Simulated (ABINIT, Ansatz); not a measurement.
Entries from a set of simulations; values are calculated unless marked as measured.

A GW chain in ABINIT: CsPbCl3 (Pm-3m). The structure is cubic, space group Pm-3m (No. 221). The conventional cell has a = 5.605 Å, b = 5.605 Å, c = 5.605 Å, α = 90.00°, β = 90.00°, γ = 90.00°. Nearest to Cs lie 12 Cl at 3.96 Å. Nearest to Pb lie 6 Cl at 2.80 Å. Cl has 2 Pb at 2.80 Å and 4 Cs at 3.96 Å nearest. Farther neighbours, and contacts between anions beyond the nearest, are not listed. The calculation used RPA screening on PBEsol, plane waves, norm-conserving pseudopotentials (and 2 further levels or steps) in ABINIT 10.8.3, with cutoff 25 Ha, PseudoDojo scalar-relativistic 0.4.1 standard, norm-conserving, ngkpt (2, 2, 2), nband 308, ecuteps 6.5 Ha, inclvkb 2, shiftk (0, 0, 0), symchi 1, awtr 1, frequency ppm, 2×2×2 k-mesh. The PBEsol gap is 1.80 eV, direct, the G0W0 gap on the mesh is 3.21 eV and the GW settings are 2×2×2 mesh, 308 bands, screening to 176.9 eV, Godby-Needs plasmon pole. The known limits are short of the basis limit; exchange with frozen shells missing; no spin-orbit coupling; coarse k mesh. It took 5 runs, 8.3 min in all on 4 MPI ranks of Arm Neoverse V2, shared host. G0W0 moves the gap on the mesh from 1.80 eV to 3.21 eV (+1.41 eV), with Z of 0.79 and 0.81 at the edges. Local fields lower the RPA ε∞ on this mesh from 9.18 to 7.99; a Γ-centred mesh this coarse tends to raise both, most where the direct gap is narrow, while a short band sum lowers them. The cell and positions come from the Crystallography Open Database and are kept as given unless a step says otherwise. Limits: no spin-orbit coupling. The 2×2×2 mesh is coarse for this cell, which bears on the long-range parts of exchange and screening. The norm-conserving file of at least one element keeps a d shell over frozen s and p shells of the same row. Exchange with those shells is missing from the self-energy, an error of 0.3 to 0.9 eV in cases checked, whose sign depends on which edge lies on those atoms.

[Paths, hosts, dates, memory and timing lines, banners, echoed tables and standing remarks are left out of the program output; an Ansatz launch command may be rebuilt from the run's recorded settings. Measured values are a selection of at most five: reports struck by readers or far from the other reports are left out. None is set beside runs whose start may be inverted or whose files or cutoffs have a known fault.]

[Runs of the session that timed out or met a known fault of the program may be left out.]

[Hosts, paths, dates, database ids (printed as entryN), source tags and the programs' standing remarks are cut or masked in the printed files.]

[G0W0 gaps are taken among the corrected bands and points alone; a level outside them can change the order at an edge.]

[Where Ansatz stands beside ABINIT at settings called matched, ABINIT's density can come from a denser mesh and the files from another edition; pairs whose starting gaps differed by over 0.03 eV were left out, so agreement reads better than it is.]
